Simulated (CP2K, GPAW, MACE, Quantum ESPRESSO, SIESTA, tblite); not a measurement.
# tblite runs on Σ3 (112)[1-10] symmetric tilt boundary in Al (72 atoms)

Aim: run Σ3 (112)[1-10] symmetric tilt boundary in Al (72 atoms) in tblite and see how near its forces come to a plane-wave reference, and at what cost.

Calculated with tblite 0.8.0; the method is named at each step.

**1. Starting point**

The cell holds 72 atoms: 72 Al. Cell: a = 8.591 Å, b = 7.015 Å, c = 20.165 Å, α = 90.0°, β = 90.0°, γ = 90.0°. It derives from Al (fcc). Fcc Al (a = 4.05 Å); two grains mirrored in (112), tilt axis [1-10], misorientation 70.53 deg; 3 x 1 boundary periods, 2 lattice periods a grain, two boundaries a cell, upper grain shifted by [0, 0] of the boundary cell and opened by 0.2 Å, one atom of each pair nearer than 1.575 Å removed; annealed from 300 K for 3 ps and minimised with a classical potential (one cell length free). Then every atom was moved at random, 0.03 Å r.m.s. a Cartesian component. Regions: lower grain, 36 atoms (36 Al); upper grain, 36 atoms (36 Al). The structure's axis is c.

The yardstick, on the same geometry:

* method: Kohn-Sham DFT, PBE, SSSP efficiency 1.3.0 pseudopotentials, plane waves (Quantum ESPRESSO 7.5); sssp-pbe-1.3.0-efficiency, cutoffs 45/360 Ry, Γ point
* r.m.s. force component: 0.1335 eV/Å
* longest force: 0.4446 eV/Å
* pressure: -0.2897 GPa
* time: 1.7 min on 4 MPI ranks of Intel Xeon Platinum 8488C (Sapphire Rapids), shared host
* CPU time: 6.7 min

**2. GFN1-xTB**

Method: GFN1-xTB tight binding, diagonalisation.

run.py

```python
import numpy as np
from ase.io import read
from tblite.ase import TBLite

atoms = read("structure.xyz")
atoms.calc = TBLite(method="GFN1-xTB", electronic_temperature=580, accuracy=1.0, max_iterations=250, mixer_damping=0.1, verbosity=1)
energy = atoms.get_potential_energy()
forces = atoms.get_forces()
print(f"energy {energy:.6f} eV")
print("forces (eV/A)")
for i, (a, f) in enumerate(zip(atoms, forces)):
    print(f"{i:4d} {a.symbol:2s} {f[0]:10.5f} {f[1]:10.5f} {f[2]:10.5f}")
stress = -atoms.get_stress(voigt=False) * 160.21766
print("stress (GPa, compression positive)")
for row in stress:
    print(" ".join(f"{x:10.4f}" for x in row))
print("charges (e)")
print(np.array2string(atoms.get_charges(), precision=4, suppress_small=True, max_line_width=110, threshold=100000))
```

structure.xyz

```xyz
72
Lattice="8.59135 0.00000 0.00000 0.00000 7.01481 0.00000 0.00000 0.00000 20.16540" Properties=species:S:1:pos:R:3 pbc="T T T"
Al 6.30244 4.67993 0.79573
Al 3.46747 4.69992 0.75398
Al 4.90893 6.97321 20.08897
Al 4.91064 2.33102 1.56242
Al 4.96219 4.76264 3.30370
Al 6.30519 0.02546 2.46865
Al 6.27555 2.33179 4.11858
Al 6.33664 4.69985 5.85845
Al 0.63275 4.65482 0.76266
Al 1.99311 6.99608 20.04622
Al 2.05522 2.35003 1.59851
Al 2.06416 4.67046 3.26256
Al 3.50158 6.99082 2.48276
Al 3.43714 2.32969 4.12040
Al 3.50510 4.69606 5.86067
Al 4.87044 0.04279 5.00909
Al 4.88659 2.31790 6.71246
Al 4.83676 4.67769 8.30250
Al 6.32237 6.98640 7.49750
Al 6.33578 2.37514 9.21458
Al 7.76332 0.03844 20.11438
Al 7.76744 2.37030 1.63521
Al 7.71572 4.63861 3.33092
Al 0.53112 0.01831 2.49446
Al 0.57837 2.37430 4.15347
Al 0.65183 4.68028 5.85099
Al 2.04130 0.01333 5.03066
Al 2.04036 2.30037 6.62978
Al 2.03813 4.62872 8.33537
Al 3.44333 0.02736 7.53178
Al 3.48087 2.29426 9.23112
Al 7.80533 0.01936 5.03833
Al 7.72723 2.35340 6.66466
Al 7.80327 4.68105 8.30814
Al 0.62725 0.00694 7.49951
Al 0.55457 2.35368 9.17445
Al 7.79261 4.69256 18.41706
Al 4.95343 4.68028 18.43944
Al 4.90583 6.96129 10.00768
Al 6.26077 2.36820 19.24767
Al 6.34858 4.73170 15.91615
Al 0.59246 0.00708 17.60177
Al 7.71194 2.31903 16.72478
Al 7.78162 4.65341 13.39285
Al 2.09071 4.67656 18.42452
Al 2.03091 6.99061 10.01636
Al 3.40321 2.33523 19.27853
Al 3.44195 4.73577 15.93288
Al 6.33715 0.01178 17.58645
Al 4.86288 2.31103 16.70986
Al 4.84879 4.68807 13.34788
Al 7.73093 0.03606 15.13010
Al 6.29153 2.33172 14.21883
Al 6.34755 4.68702 10.86895
Al 0.65921 0.03101 12.52433
Al 7.76667 2.33355 11.71106
[... 12 atom lines left out ...]
Al 0.55698 2.30282 14.18575
Al 0.50766 4.71290 10.92219
Al 3.42932 6.99096 12.54994
Al 2.06545 2.31643 11.71428
```

On the command line:

```
$ OMP_NUM_THREADS=1 python run.py > output.txt
```

The log of the run:

```text
------------------------------------------------------------
  cycle        total energy    energy error   density error
------------------------------------------------------------
      1     -88.20738640819  -8.7808843E+01   3.2399988E-01
      2     -88.20521690251   2.1695057E-03   2.9109781E-01
      3     -84.49432083167   3.7108961E+00   7.4396991E-02
      4     -88.20379194291  -3.7094711E+00   7.4941464E-03
      5     -88.20771024941  -3.9183065E-03   3.8103683E-03
      6     -88.19844844914   9.2618003E-03   4.5973178E-03
      7     -88.20747958025  -9.0311311E-03   2.5357300E-03
      8     -88.20852090683  -1.0413266E-03   1.3664067E-03
      9     -88.20852514759  -4.2407686E-06   9.4299939E-04
     10     -88.20852684509  -1.6974963E-06   4.5512495E-04
     11     -88.20852806779  -1.2226990E-06   1.0001657E-04
     12     -88.20852839179  -3.2400077E-07   4.0013678E-05
     13     -88.20852843126  -3.9465775E-08   2.2259776E-05
     14     -88.20852843219  -9.3037045E-10   6.2883691E-06
------------------------------------------------------------
 total:                                  12.675 sec
energy -2400.276318 eV
forces (eV/A)
   0 Al    0.22096   -0.07231   -0.01186
   1 Al    0.00467   -0.04830    0.05933
   2 Al   -0.06377    0.11243   -0.01079
   3 Al   -0.14935    0.05824    0.01366
   4 Al   -0.15270   -0.20295    0.12120
   5 Al    0.16520    0.04579   -0.02955
   6 Al   -0.05201   -0.10316    0.14667
   7 Al    0.00578   -0.00328   -0.04900
   8 Al   -0.16204    0.08108    0.11117
   9 Al    0.02353    0.04629    0.13916
  10 Al    0.04628   -0.16224    0.05163
  11 Al   -0.08977    0.11275    0.00079
  12 Al   -0.23546    0.07458   -0.13812
  13 Al    0.14789    0.09561    0.03727
  14 Al   -0.09203   -0.06915   -0.13964
  15 Al    0.02358    0.03004    0.04057
  16 Al    0.08601    0.02975   -0.07014
  17 Al    0.13981   -0.02328    0.15438
  18 Al    0.08662   -0.01124    0.09991
  19 Al   -0.11326    0.02142   -0.02802
  20 Al   -0.02853   -0.02679   -0.01351
  21 Al   -0.02831    0.07567   -0.13547
  22 Al    0.12689    0.11501    0.02952
  23 Al    0.16681   -0.12054   -0.01828
[...]
64 Al   -0.04860    0.02758   -0.07029
  65 Al    0.07667   -0.03023    0.05745
  66 Al    0.14888   -0.00261    0.05463
  67 Al   -0.24212    0.09122    0.09568
  68 Al    0.14332   -0.12576    0.09387
  69 Al    0.30318   -0.13337   -0.06160
  70 Al    0.11556    0.06197   -0.03821
  71 Al   -0.09414    0.16830   -0.06509
stress (GPa, compression positive)
   61.7363     0.0055    -0.0152
    0.0055    -7.9006    -2.3673
   -0.0152    -2.3673    20.5007
charges (e)
[ 0.0001  0.0051  0.0014  0.0004  0.0014  0.0104 -0.0021 -0.0001 -0.0006  0.0016 -0.0035 -0.0072 -0.0002
 -0.0051 -0.0019  0.0008  0.0043 -0.0009 -0.003  -0.0025 -0.006   0.0014  0.0013 -0.008  -0.0005  0.0023
  0.0029  0.007  -0.0057  0.0063 -0.0002 -0.006   0.0003  0.0046  0.0051 -0.0075 -0.0008 -0.0022 -0.0064
 -0.0021  0.0005  0.0001  0.0053 -0.0024  0.0048 -0.0017  0.0026 -0.0031  0.0046 -0.0024 -0.0036  0.0009
 -0.0036  0.0005  0.0042  0.0021  0.0003  0.0017  0.0014 -0.0021 -0.0066  0.0038  0.0047 -0.0009 -0.0018
 -0.0061  0.0018 -0.0019 -0.004   0.0028  0.0131  0.0009]
```

It took 13 s on 1 thread of Intel Xeon Platinum 8488C (Sapphire Rapids), shared host; peak memory 0.14 GiB.

Banners, paths, timers and routine set-up lines are dropped from the logs unmarked, and long logs keep their key lines alone; longer cuts are marked.

Compared with the plane-wave run:

```yaml
r_m_s_force_component: 0.1004 eV/Å
r_m_s_difference_of_force_components: 66.1 meV/Å
longest_difference_of_force_vectors: 194.7 meV/Å
force_difference_over_r_m_s_force: 49.53 %
slope_of_forces_against_the_reference_s: 0.6602
correlation_of_force_components: 0.8778
pressure: 24.78 GPa
pressure_difference: 25.07 GPa
```

Local excerpt of 13 atoms (numbers count through the whole input) about Al9, picked at random; x, y, z are measured from there.

```
atom      x      y      z  distance (Å)  bonds  Mulliken charge (e)      Fx      Fy  Fz (eV/Å)
 Al9   0.00   0.00   0.00          0.00     12                 0.00  -0.162   0.081      0.111
Al58  -0.06  -2.26  -1.67          2.81     12                 0.00  -0.052  -0.006     -0.050
Al11   1.42  -2.30   0.84          2.83     12                 0.00   0.046  -0.162      0.052
 Al2   2.83   0.05  -0.01          2.84     12                 0.01   0.005  -0.048      0.059
Al22  -1.46  -2.28   0.87          2.85     12                 0.00  -0.028   0.076     -0.135
Al10   1.36   2.34  -0.88          2.85     12                 0.00   0.024   0.046      0.139
Al12   1.43   0.02   2.50          2.88     12                -0.01  -0.090   0.113      0.001
Al37  -1.43   0.04  -2.51          2.89     12                 0.00  -0.066   0.002      0.124
Al45   1.46   0.02  -2.50          2.90     12                 0.00  -0.137  -0.026     -0.115
 Al1  -2.92   0.03   0.03          2.92     12                 0.00   0.221  -0.072     -0.012
Al21  -1.46   2.40  -0.81          2.92     12                -0.01  -0.029  -0.027     -0.014
Al24  -0.10   2.38   1.73          2.94     12                -0.01   0.167  -0.121     -0.018
Al23  -1.51  -0.02   2.57          2.98     12                 0.00   0.127   0.115      0.030
```

Atoms are counted from 1 here, from 0 in the log.

Forces lie 50 % from the reference's, at 0.033 times its CPU time (on 1 against 4 cores).

**3. What came out**

| Quantity | Value |
| --- | --- |
| force difference from the reference | tblite GFN1-xTB, 50 % |
| its CPU time | 13 s |

Tight binding differs by 50 % (tblite GFN1-xTB); it is another model, with fitted parameters of its own, and the xTB methods hold dispersion. One electronic-structure run takes under half the reference's CPU time: tblite GFN1-xTB, at 50 % in 13 s against 6.7 min; its pressure misses by +25.1 GPa. Periodic xTB results under one method name differ between programs and library versions. The reference's pressure holds the uncorrected Pulay stress of its 45 Ry basis, so small pressure differences, and their order, may be the reference's own error. The reference's stress is far from hydrostatic: its diagonal is 21.9, -30.0, 7.2 GPa, compression counted positive. The host structure and its lattice constant were typed by rule, without a check against the phase diagram. The electronic-structure runs sample only Γ, in a cell whose shortest periodic width is 7 Å, which is coarse for a cell with partly filled levels.

[Also dropped from logs without a mark: logging warnings of Python, and SIESTA's first energy breakdown and zero terms.]

[Logs are printed without paths, hosts, clocks, repeated set-up lines and the standing remarks that a program may print on its own settings, such as how far it seeks lower states.]

[Hosts, paths, dates, database ids (printed as entryN), source tags and the programs' standing remarks are cut or masked in the printed files.]
